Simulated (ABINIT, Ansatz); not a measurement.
## A GW chain in ABINIT: CaGaSiH (P3m1)

How does a plane-wave GW calculation on CaGaSiH (P3m1) run from the first input to the gap?

Program: ABINIT 10.8.3. Level of theory: LDA and many-body steps on it, plane waves. Results are calculated unless marked as measured.

## (1) Set-up

Symmetry: P3m1, No. 156, trigonal system. Conventional cell: a = 4.091 Å, b = 4.091 Å, c = 4.763 Å, α = 90.00°, β = 90.00°, γ = 120.00°. Nearest to Ca lie 3 H at 2.39 Å and 3 Si at 3.14 Å and 3 Ga at 3.17 Å. Nearest to Ga lie 1 H at 1.75 Å and 3 Si at 2.43 Å. Nearest to Si lie 3 Ga at 2.43 Å and 3 Ca at 3.14 Å. Nearest to H lie 1 Ga at 1.75 Å and 3 Ca at 2.39 Å. Farther neighbours are not listed.

Structure file:

```cif
data_structure
_symmetry_space_group_name_H-M 'P 1'
_symmetry_Int_Tables_number 1
_cell_length_a 4.0911
_cell_length_b 4.0911
_cell_length_c 4.7628
_cell_angle_alpha 90.000
_cell_angle_beta 90.000
_cell_angle_gamma 120.000
_cell_volume 69.04
loop_
_atom_site_label
_atom_site_type_symbol
_atom_site_fract_x
_atom_site_fract_y
_atom_site_fract_z
_atom_site_occupancy
Ca1 Ca 0.33333 0.66667 0.00000 1
Ga2 Ga 0.00000 0.00000 0.55680 1
Si3 Si 0.66667 0.33333 0.43370 1
H4 H 0.00000 0.00000 0.92500 1
```

The cell and positions come from the Crystallography Open Database and are kept as given unless a step says otherwise.

## (2) Ground state

This step: ABINIT 10.8.3; DFT, LDA, plane waves, norm-conserving pseudopotentials.

The ground-state density comes first.

Input file run.abi:

```
acell 3*1.0 Angstrom
rprim 
  4.091099999987 0.000000000003 0.000000000000
  -2.045549999996 3.542996529410 0.000000000000
  0.000000000000 0.000000000000 4.762800000000
ntypat 4
znucl 20 31 14 1
natom 4
typat 1 2 3 4
xred 
  0.333333333333 0.666666666667 0.000000000000
  -0.000000000000 0.000000000000 0.556800000000
  0.666666666667 0.333333333333 0.433700000000
  -0.000000000000 0.000000000000 0.925000000000
pp_dirpath "pseudos"
pseudos "Ca.upf, Ga.upf, Si.upf, H.upf"
ecut 45
ngkpt 6 6 4
nshiftk 1
shiftk 0 0 0
kptopt 1
chksymbreak 0
nband 24
occopt 1
tolvrs 1e-10
nstep 60
prtwf 0
optforces 0
optstress 0
indata_prefix "in"
outdata_prefix "out"
tmpdata_prefix "tmp"
```

On the command line:

```sh
> OMP_NUM_THREADS=1 mpirun -n 4 abinit run.abi > log
```

Numbers of over 12 decimals in the logs are rounded to 6 here.

What it wrote:

```text
.Version 10.8.3 of ABINIT. v10.8.2 released Aug 2026.

 Symmetries : space group P3 m 1 (#156); Bravais hP (primitive hexag.)
================================================================================
 Values of the parameters that define the memory need of the present run
     intxc =       0    ionmov =       0      iscf =       7    lmnmax =       6
     lnmax =       6     mgfft =      60  mpssoang =       3    mqgrid =    3001
     natom =       4  nloc_mem =       1    nspden =       1   nspinor =       1
    nsppol =       1      nsym =       6    n1xccc =    2501    ntypat =       4
    occopt =       1   xclevel =       1
-    mband =          24        mffmem =           1         mkmem =           6
       mpw =        6742          nfft =      138240          nkpt =          24
================================================================================
  Rough estimation (10% accuracy) of disk space for files :
================================================================================

--------------------------------------------------------------------------------
------------- Echo of variables that govern the present computation ------------
--------------------------------------------------------------------------------
 -outvars: echo values of preprocessed input variables --------
            acell      1.8897261259E+00  1.8897261259E+00  1.8897261259E+00 Bohr

      chksymbreak           0
             ecut      4.50000000E+01 Hartree
-          fftalg         312

              ixc       -1012
              kpt      0.00000000E+00  0.00000000E+00  0.00000000E+00
                       1.66666667E-01  0.00000000E+00  0.00000000E+00
                       3.33333333E-01  0.00000000E+00  0.00000000E+00
                       5.00000000E-01  0.00000000E+00  0.00000000E+00
                       1.66666667E-01  1.66666667E-01  0.00000000E+00
                       3.33333333E-01  1.66666667E-01  0.00000000E+00
                       3.33333333E-01  3.33333333E-01  0.00000000E+00
                       0.00000000E+00  0.00000000E+00  2.50000000E-01
                       1.66666667E-01  0.00000000E+00  2.50000000E-01
   [... 13 further rows ...]
                       3.33333333E-01  1.66666667E-01  5.00000000E-01
                       3.33333333E-01  3.33333333E-01  5.00000000E-01
         kptrlatt        6    0    0      0    6    0      0    0    4
          kptrlen      3.60015504E+01
P           mkmem           6
            natom           4
            nband          24
            ngfft          48      48      60
             nkpt          24
            nstep          60
             nsym           6
           ntypat           4
              occ      2.000000  2.000000  2.000000  2.000000  2.000000  2.000000
                       2.000000  2.000000  2.000000  2.000000  2.000000  2.000000
                       2.000000  2.000000  2.000000  2.000000  2.000000  2.000000
                       0.000000  0.000000  0.000000  0.000000  0.000000  0.000000
        optforces           0
        optstress           0
            prtwf           0
            rprim      4.0911000000E+00  3.0000000000E-12  0.0000000000E+00
[...]
spgroup         156

           tolvrs      1.00000000E-10

             xred      3.3333333333E-01  6.6666666667E-01  0.0000000000E+00
[...]
znucl       20.00000   31.00000   14.00000    1.00000

================================================================================

 chkinp: Checking input parameters for consistency.

================================================================================
== DATASET  1 ==================================================================
-   mpi_nproc: 4, omp_nthreads: 1 (-1 if OMP is not activated)

--- !DatasetInfo
iteration_state: {dtset: 1, }
dimensions: {natom: 4, nkpt: 24, mband: 24, nsppol: 1, nspinor: 1, nspden: 1, mpw: 6742, }
cutoff_energies: {ecut:  45.0, pawecutdg:  -1.0, }
electrons: {nelect:   3.60000000E+01, charge:   0.00000000E+00, occopt:   1.00000000E+00, tsmear:   1.00000000E-02, }

 Real(R)+Recip(G) space primitive vectors, cartesian coordinates (Bohr,Bohr^-1):
 R(1)=  7.7310586  0.0000000  0.0000000  G(1)=  0.1293484  0.0746793  0.0000000
 R(2)= -3.8655293  6.6952931  0.0000000  G(2)=  0.0000000  0.1493587  0.0000000
 R(3)=  0.0000000  0.0000000  9.0003876  G(3)=  0.0000000  0.0000000  0.1111063
 Unit cell volume ucvol=  4.6587539E+02 bohr^3
 Angles (23,13,12)=  9.00000000E+01  9.00000000E+01  1.20000000E+02 degrees

 getcut: wavevector=  0.0000  0.0000  0.0000  ngfft=  48  48  60
         ecut(hartree)=     45.000   => boxcut(ratio)=   2.05604

--- Pseudopotential description ------------------------------------------------
- Ca Generated using ONCVPSP code by D. R. Hamann
- 20.00000  10.00000  180309                  znucl, zion, pspdat
12 -1012 2 -1 1724                            pspcod,pspxc,lmax,lloc,mmax
     nproj     2     2     2
  pspatm : epsatm=   12.51424511
         --- l  ekb(1:nproj) -->
[...]
pspatm: atomic psp has been read  and splines computed

- Ga Generated using ONCVPSP code by D. R. Hamann
- 31.00000  21.00000  180309                  znucl, zion, pspdat
12 -1012 2 -1 1858                            pspcod,pspxc,lmax,lloc,mmax
     nproj     2     2     2
  pspatm : epsatm=   21.89818218
         --- l  ekb(1:nproj) -->
[...]
pspatm: atomic psp has been read  and splines computed

- Si Generated using ONCVPSP code by D. R. Hamann
- 14.00000   4.00000  180309                  znucl, zion, pspdat
12 -1012 2 -1 1510                            pspcod,pspxc,lmax,lloc,mmax
     nproj     2     2     2
  pspatm : epsatm=    6.67003958
         --- l  ekb(1:nproj) -->
[...]
pspatm: atomic psp has been read  and splines computed

- H Generated using ONCVPSP code by D. R. Hamann
-  1.00000   1.00000  180309                  znucl, zion, pspdat
12 -1012 1 -1 1180                            pspcod,pspxc,lmax,lloc,mmax
     nproj     2     1     0
  pspatm : epsatm=    0.35439867
         --- l  ekb(1:nproj) -->
[...]
1   -0.275071
 pspatm: atomic psp has been read  and splines computed

   1.49172716E+03                                ecore*ucvol(ha*bohr**3)
--------------------------------------------------------------------------------

_setup2: Arith. and geom. avg. npw (full set) are    6715.882    6715.870

================================================================================

--- !BeginCycle
iteration_state: {dtset: 1, }
solver: {iscf: 7, nstep: 60, nline: 4, wfoptalg: 0, }
tolerances: {tolvrs: 1.00E-10, }

     iter   Etot(hartree)      deltaE(h)  residm     vres2
 ETOT  1  -286.67793541264    -2.867E+02 4.522E-01 1.145E+04
 ETOT  2  -288.84984792210    -2.172E+00 1.124E-01 2.039E+04
 ETOT  3  -291.11071337074    -2.261E+00 4.380E-02 3.553E+03
 ETOT  4  -291.33957740612    -2.289E-01 5.211E-02 1.572E+03
 ETOT  5  -291.49090914804    -1.513E-01 2.734E-02 2.282E+02
 ETOT  6  -291.50245128854    -1.154E-02 2.447E-02 1.142E+02
 ETOT  7  -291.51488029935    -1.243E-02 1.294E-02 5.540E-01
 ETOT  8  -291.51495980547    -7.951E-05 4.086E-03 8.565E-03
 ETOT  9  -291.51495971800     8.747E-08 1.759E-03 8.884E-03
 ETOT 10  -291.51496102602    -1.308E-06 2.935E-03 1.838E-04
 ETOT 11  -291.51496104040    -1.438E-08 7.981E-04 2.552E-05
 ETOT 12  -291.51496104338    -2.987E-09 1.861E-03 1.062E-06
 ETOT 13  -291.51496104364    -2.615E-10 3.695E-04 3.741E-08
 ETOT 14  -291.51496104366    -1.381E-11 8.486E-04 9.092E-10
 ETOT 15  -291.51496104365     1.131E-11 2.045E-04 1.019E-11

 At SCF step   15       vres2   =  1.02E-11 < tolvrs=  1.00E-10 =>converged.

--- !ResultsGS
iteration_state: {dtset: 1, }
comment   : Summary of ground state results
lattice_vectors:
- [  7.7310586,   0.0000000,   0.0000000, ]
- [ -3.8655293,   6.6952931,   0.0000000, ]
- [  0.0000000,   0.0000000,   9.0003876, ]
lattice_lengths: [   7.73106,    7.73106,    9.00039, ]
lattice_angles: [ 90.000,  90.000, 120.000, ] # degrees, (23, 13, 12)
lattice_volume:   4.6587539E+02
convergence: {deltae:  1.131E-11, res2:  1.019E-11, residm:  2.045E-04, diffor:  0.000E+00, }
etotal    :  -2.91514961E+02
entropy   :   0.00000000E+00
fermie    :   2.24963925E-01
cartesian_stress_tensor: null
pressure_GPa: null
xred      :
- [  3.3333E-01,   6.6667E-01,   0.0000E+00, Ca]
- [ -3.3329E-13,   3.3351E-13,   5.5680E-01, Ga]
- [  6.6667E-01,   3.3333E-01,   4.3370E-01, Si]
- [ -3.3329E-13,   3.3351E-13,   9.2500E-01,  H]
cartesian_forces: null
force_length_stats: {min: null, max: null, mean: null, }

 Integrated electronic density in atomic spheres:
 ------------------------------------------------
 Atom  Sphere_radius  Integrated_density
[...]
4        2.00000          1.40598746
================================================================================

 ----iterations are completed or convergence reached----

 Mean square residual over all n,k,spin=   12.896E-07; max=  20.450E-05
 reduced coordinates (array xred) for    4 atoms
       0.333333333333      0.666666666667      0.000000000000
      -0.000000000000      0.000000000000      0.556800000000
       0.666666666666      0.333333333334      0.433700000000
      -0.000000000000      0.000000000000      0.925000000000
 rms dE/dt=  0.0000E+00; max dE/dt=  0.0000E+00; dE/dt below (all hartree)
    1       0.000000000000      0.000000000000      0.000000000000
    2       0.000000000000      0.000000000000      0.000000000000
    3       0.000000000000      0.000000000000      0.000000000000
    4       0.000000000000      0.000000000000      0.000000000000

 cartesian coordinates (angstrom) at end:
    1     -3.71e-12     2.361998     0.000000
    2     -2.05e-12     1.18e-12     2.651927
    3      2.045550     1.180999     2.065626
    4     -2.05e-12     1.18e-12     4.405590
 length scales=  1.889726125908  1.889726125908  1.889726125908 bohr
              =  1.000000000000  1.000000000000  1.000000000000 angstroms
 prteigrs : about to open file out_EIG
 Fermi (or HOMO) energy (hartree) =   0.22496   Average Vxc (hartree)=  -0.37046
 Eigenvalues (hartree) for nkpt=  24  k points:
 kpt#   1, nband= 24, wtk=  0.00694, kpt=  0.0000  0.0000  0.0000 (reduced coord)
  -5.04351   -3.24884   -3.24787   -3.24787   -1.28336   -0.59671   -0.59250   -0.59250
  -0.33749   -0.33539   -0.33539   -0.33335   -0.33335   -0.17059    0.04963    0.13836
   0.19137    0.19137    0.25781    0.32720    0.32720    0.34510    0.34750    0.35239
 prteigrs : prtvol=0 or 1, do not print more k-points.

--- !EnergyTerms
iteration_state     : {dtset: 1, }
comment             : Components of total free energy in Hartree
kinetic             :  1.35303490815797E+02
hartree             :  1.29534825582919E+02
xc                  : -3.44132229908549E+01
Ewald energy        : -1.29885620549711E+02
psp_core            :  3.20198746702892E+00
local_psp           : -3.39734499374021E+02
non_local_psp       : -5.55219219948066E+01
total_energy        : -2.91514961043647E+02
total_energy_eV     : -7.93252620144078E+03
band_energy         : -3.85180217232630E+01

== END DATASET(S) ==============================================================
================================================================================

 -outvars: echo values of variables after computation  --------
           etotal     -2.9151496104E+02
            nband          24
             nkpt          24
          spgroup         156
 [... the other variables as echoed above ...]

 Calculation completed.
```

It took 65 s on 4 MPI ranks of Intel Xeon 6975P-C (Granite Rapids), shared host; peak memory 0.48 GiB; 4.3 min of CPU time.

Numbers from this step:

| Quantity | Value |
| --- | --- |
| total energy | -7932.5262 eV |
| gap | 0.1121 eV |
| k of the valence top | 0, 0, 0.5 |
| k of the conduction bottom | 0.5, 0, 0 |
| least direct gap | 1.210 eV |

The gap is indirect, with the least direct gap 1.10 eV higher.

## (3) Empty states on the mesh, 3×3×2 mesh, 55 bands

The sums over transitions need many empty states on a uniform mesh; this step solves for them.

Edit run.abi of step 2 so:

```diff
@@ -17,3 +17,3 @@
 ecut 45
-ngkpt 6 6 4
+ngkpt 3 3 2
 nshiftk 1
@@ -22,9 +22,10 @@
 chksymbreak 0
-nband 24
-occopt 1
-tolvrs 1e-10
+iscf -2
+irdden 1
+istwfk *1
+nband 55
+nbdbuf 4
+tolwfr 1e-09
 nstep 60
-prtwf 0
-optforces 0
-optstress 0
+prtvol 0
 indata_prefix "in"
```

What it wrote:

```text
.Version 10.8.3 of ABINIT. v10.8.2 released Aug 2026.

 Symmetries : space group P3 m 1 (#156); Bravais hP (primitive hexag.)
[... echo of the input left out ...]
== DATASET  1 ==================================================================
-   mpi_nproc: 4, omp_nthreads: 1 (-1 if OMP is not activated)

--- !DatasetInfo
iteration_state: {dtset: 1, }
dimensions: {natom: 4, nkpt: 6, mband: 55, nsppol: 1, nspinor: 1, nspden: 1, mpw: 6732, }
cutoff_energies: {ecut:  45.0, pawecutdg:  -1.0, }
electrons: {nelect:   3.60000000E+01, charge:   0.00000000E+00, occopt:   1.00000000E+00, tsmear:   1.00000000E-02, }

 Real(R)+Recip(G) space primitive vectors, cartesian coordinates (Bohr,Bohr^-1):
 R(1)=  7.7310586  0.0000000  0.0000000  G(1)=  0.1293484  0.0746793  0.0000000
 R(2)= -3.8655293  6.6952931  0.0000000  G(2)=  0.0000000  0.1493587  0.0000000
 R(3)=  0.0000000  0.0000000  9.0003876  G(3)=  0.0000000  0.0000000  0.1111063
 Unit cell volume ucvol=  4.6587539E+02 bohr^3
 Angles (23,13,12)=  9.00000000E+01  9.00000000E+01  1.20000000E+02 degrees

 getcut: wavevector=  0.0000  0.0000  0.0000  ngfft=  48  48  60
         ecut(hartree)=     45.000   => boxcut(ratio)=   2.05604

--- Pseudopotential description ------------------------------------------------
- Ca Generated using ONCVPSP code by D. R. Hamann
- 20.00000  10.00000  180309                  znucl, zion, pspdat
12 -1012 2 -1 1724                            pspcod,pspxc,lmax,lloc,mmax
     nproj     2     2     2
  pspatm : epsatm=   12.51424511
         --- l  ekb(1:nproj) -->
             0   10.026170    0.975458
             1    2.942990    0.445396
             2   -3.490458   -1.115963
 pspatm: atomic psp has been read  and splines computed

- Ga Generated using ONCVPSP code by D. R. Hamann
- 31.00000  21.00000  180309                  znucl, zion, pspdat
12 -1012 2 -1 1858                            pspcod,pspxc,lmax,lloc,mmax
     nproj     2     2     2
  pspatm : epsatm=   21.89818218
         --- l  ekb(1:nproj) -->
[...]
pspatm: atomic psp has been read  and splines computed

- Si Generated using ONCVPSP code by D. R. Hamann
- 14.00000   4.00000  180309                  znucl, zion, pspdat
12 -1012 2 -1 1510                            pspcod,pspxc,lmax,lloc,mmax
     nproj     2     2     2
  pspatm : epsatm=    6.67003958
         --- l  ekb(1:nproj) -->
[...]
pspatm: atomic psp has been read  and splines computed

- H Generated using ONCVPSP code by D. R. Hamann
-  1.00000   1.00000  180309                  znucl, zion, pspdat
12 -1012 1 -1 1180                            pspcod,pspxc,lmax,lloc,mmax
     nproj     2     1     0
  pspatm : epsatm=    0.35439867
         --- l  ekb(1:nproj) -->
[...]
1   -0.275071
 pspatm: atomic psp has been read  and splines computed

[...]
6.48E-10  1.09E-10  1.49E-10  1.64E-10  6.42E-10  7.21E-10  8.50E-10  9.26E-10
  5.26E-10  2.03E-10  7.02E-10  1.43E-10  3.83E-10  7.97E-10  9.44E-10  5.44E-10
  2.15E-10  9.56E-10  2.54E-10  1.42E-10  4.34E-10  2.19E-10  3.33E-10  8.96E-10
[...]
3.35E-10  5.85E-10  9.41E-10  1.52E-07  4.90E-10  1.12E-07  7.12E-05
 -5.0435E+00 -3.2488E+00 -3.2479E+00 -3.2479E+00 -1.2834E+00 -5.9671E-01
 -5.9250E-01 -5.9250E-01 -3.3749E-01 -3.3539E-01 -3.3539E-01 -3.3335E-01
 -3.3335E-01 -1.7059E-01  4.9630E-02  1.3836E-01  1.9137E-01  1.9137E-01
[...]
1.0504E+00  1.0913E+00  1.0913E+00  1.0987E+00  1.1468E+00  1.1589E+00
  1.1589E+00  1.1953E+00  1.2607E+00  1.2607E+00  1.2736E+00  1.2736E+00
  1.3223E+00
 prteigrs : prtvol=0 or 1, do not print more k-points.

--- !ResultsGS
iteration_state: {dtset: 1, }
comment   : Summary of ground state results
lattice_vectors:
- [  7.7310586,   0.0000000,   0.0000000, ]
- [ -3.8655293,   6.6952931,   0.0000000, ]
- [  0.0000000,   0.0000000,   9.0003876, ]
lattice_lengths: [   7.73106,    7.73106,    9.00039, ]
lattice_angles: [ 90.000,  90.000, 120.000, ] # degrees, (23, 13, 12)
lattice_volume:   4.6587539E+02
convergence: {deltae:  0.000E+00, res2:  0.000E+00, residm:  9.980E-10, diffor:  0.000E+00, }
etotal    :  -2.91514961E+02
entropy   :   0.00000000E+00
fermie    :   2.24963925E-01
cartesian_stress_tensor: null
pressure_GPa: null
xred      :
- [  3.3333E-01,   6.6667E-01,   0.0000E+00, Ca]
- [ -3.3329E-13,   3.3351E-13,   5.5680E-01, Ga]
- [  6.6667E-01,   3.3333E-01,   4.3370E-01, Si]
- [ -3.3329E-13,   3.3351E-13,   9.2500E-01,  H]
cartesian_forces: null
force_length_stats: {min: null, max: null, mean: null, }

 Integrated electronic density in atomic spheres:
 ------------------------------------------------
 Atom  Sphere_radius  Integrated_density
[...]
================================================================================

 ----iterations are completed or convergence reached----

 Mean square residual over all n,k,spin=   50.433E-11; max=  99.799E-11
 reduced coordinates (array xred) for    4 atoms
[...]
0.666666666666      0.333333333334      0.433700000000
      -0.000000000000      0.000000000000      0.925000000000

 cartesian coordinates (angstrom) at end:
    1     -3.71e-12     2.361998     0.000000
    2     -2.05e-12     1.18e-12     2.651927
    3      2.045550     1.180999     2.065626
    4     -2.05e-12     1.18e-12     4.405590
 length scales=  1.889726125908  1.889726125908  1.889726125908 bohr
              =  1.000000000000  1.000000000000  1.000000000000 angstroms
 prteigrs : about to open file out_EIG
 Eigenvalues (hartree) for nkpt=   6  k points:
 kpt#   1, nband= 55, wtk=  0.05556, kpt=  0.0000  0.0000  0.0000 (reduced coord)
[...]
0.70863    0.71112    0.72564    0.72564    0.76013    0.76013    0.82356    0.87847
   0.93892    1.05044    1.05044    1.09132    1.09132    1.09872    1.14679    1.15892
   1.15892    1.19532    1.26073    1.26073    1.27359    1.27359    1.32227
 prteigrs : prtvol=0 or 1, do not print more k-points.

== END DATASET(S) ==============================================================
================================================================================

 -outvars: echo values of variables after computation  --------
            nband          55
             nkpt           6
          spgroup         156
 [... the other variables as echoed above ...]

 Calculation completed.
```

The job ended after 27 s (4 MPI ranks; peak memory 0.38 GiB).

This step gave:

| Property | Result |
| --- | --- |
| gap | 0.3078 eV |
| k of the valence top | 0, 0, 0.5 |
| k of the conduction bottom | 0.3333, 0.3333, 0 |
| least direct gap | 1.210 eV |
| k points computed | 6 |
| lowest point of the top converged band, above the valence top | 24.67 eV |

On this mesh the gap is 0.308 eV. The earlier step found 0.112 eV, so this mesh misses an edge.

[end of part 1 of 2]

[Paths, hosts, dates, memory and timing lines, banners, echoed tables and standing remarks are left out of the program output.]

[Logs are printed without paths, hosts, clocks, repeated set-up lines and the standing remarks that a program may print on its own settings, such as how far it seeks lower states.]

[Runs of the session that timed out or met a known fault of the program may be left out.]

[Hosts, paths, dates, database ids (printed as entryN), source tags and the programs' standing remarks are cut or masked in the printed files.]

[G0W0 gaps are taken among the corrected bands and points alone; a level outside them can change the order at an edge.]

[Where Ansatz stands beside ABINIT at settings called matched, ABINIT's density can come from a denser mesh and the files from another edition; pairs whose starting gaps differed by over 0.03 eV were left out, so agreement reads better than it is.]
